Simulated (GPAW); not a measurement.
Consider YCo3B2 (P6/mmm).

```cif
data_structure
_symmetry_space_group_name_H-M 'P 1'
_symmetry_Int_Tables_number 1
_cell_length_a 5.0330
_cell_length_b 5.0330
_cell_length_c 3.0380
_cell_angle_alpha 90.000
_cell_angle_beta 90.000
_cell_angle_gamma 120.000
_cell_volume 66.65
loop_
_atom_site_label
_atom_site_type_symbol
_atom_site_fract_x
_atom_site_fract_y
_atom_site_fract_z
_atom_site_occupancy
Y1 Y 0.00000 0.00000 0.00000 1
Co2 Co 0.00000 0.50000 0.50000 1
Co3 Co 0.50000 0.50000 0.50000 1
Co4 Co 0.50000 0.00000 0.50000 1
B5 B 0.66667 0.33333 0.00000 1
B6 B 0.33333 0.66667 0.00000 1
```

Absorber: atom 5, with 6 Co at 2.10 Å (distorted trigonal prismatic, site symmetry -6m2). Method: GPAW, LDA, excited-electron core hole (neutral cell), 18-atom cell with 5.9 Å between holes, 5×5×5 k points, dipole transitions, Gaussian full width 0.9 eV up to 4 eV, rising linearly to 3.5 eV at 25 eV.

Question: Predict the near-edge structure at the B K edge.

Main maxima up to 24 eV above the zero (height): 1.2 eV (1.44), 3.8 eV (2.11), 5.7 eV (1.77), 11.8 eV (1.03), 15.7 eV (1.12) and 20.1 eV (0.72). A K edge sees empty p states on the absorber. The total-energy difference is 184.97 eV. The functional leaves an error in such absolute values: in the free atom LDA prices this hole 2.2 eV below PBE (computed apart), and PBE is itself good to a few eV.

The B K spectrum (energy from the lowest empty level; intensity scaled to a mean of 1 over the first 20 eV; polarised curves are means over the symmetry-equivalent atoms):

```
E (eV)  isotropic  ε ⊥ c  ε ∥ c
 -2.00       0.00   0.00   0.00
 -1.25       0.00   0.00   0.00
 -0.50       0.10   0.11   0.09
  0.25       0.74   0.73   0.77
  1.00       1.41   1.52   1.21
  1.75       1.16   1.16   1.16
  2.50       1.13   1.04   1.33
  3.25       1.63   2.02   0.85
  4.00       2.06   2.41   1.35
  4.75       1.59   1.53   1.72
  5.50       1.74   1.90   1.43
  6.25       1.50   1.76   0.99
  7.00       0.87   1.05   0.52
  7.75       0.42   0.53   0.21
  8.50       0.28   0.33   0.17
  9.25       0.36   0.36   0.35
 10.00       0.54   0.43   0.77
 10.75       0.81   0.51   1.42
 11.50       1.01   0.54   1.94
 12.25       1.00   0.58   1.83
 13.00       0.90   0.65   1.40
 13.75       0.87   0.72   1.17
 14.50       0.95   0.88   1.10
 15.25       1.08   1.09   1.06
 16.00       1.10   1.15   0.99
 16.75       0.93   0.99   0.81
 17.50       0.72   0.77   0.62
 18.25       0.63   0.68   0.54
 19.00       0.66   0.73   0.54
 19.75       0.72   0.81   0.53
 20.50       0.71   0.82   0.51
 21.25       0.66   0.74   0.50
 22.00       0.59   0.63   0.52
 22.75       0.54   0.55   0.53
 23.50       0.51   0.52   0.49
 24.25       0.49   0.52   0.43
 25.00       0.47   0.52   0.37
 25.75       0.45   0.50   0.33
 26.50       0.44   0.49   0.33
 27.25       0.45   0.50   0.36
 28.00       0.47   0.51   0.39
 28.75       0.47   0.50   0.41
 29.50       0.45   0.47   0.41
 30.25       0.41   0.41   0.40
 31.00       0.36   0.36   0.38
 31.75       0.34   0.32   0.37
```

The hole lies in one spin channel, while the script sums the empty states of both and takes the lower zero; where the two channels are split, this blurs and shifts the curve. The starting moments shrank to 0.00 μB or less, so this is hardly a magnetic state. The holes are only 5.9 Å apart, so the shape is probably not converged with cell size; no larger cell was run here. Lifetime broadening is put in by hand, and intensities beyond about 20 eV depend on it and on the partial waves; weight that the partial waves miss at high energy is lost. The structure is a published determination, not relaxed.

[Banner, clock and machine lines of the logs are left out without a mark of their own.]

[Logs are printed without paths, hosts, clocks, repeated set-up lines and the standing remarks that a program may print on its own settings, such as how far it seeks lower states.]

[Hosts, paths, dates, database ids (printed as entryN), source tags and the programs' standing remarks are cut or masked in the printed files.]

[Lists of maxima count a maximum above −3 eV only where it reaches 4 % of the highest in the window and stands out from its surroundings by 2 % of it (1.5 % where it reaches 55 %); shoulders and weaker maxima are passed over, and of the rest the first, up to two pre-edge ones and the few strongest are named.]
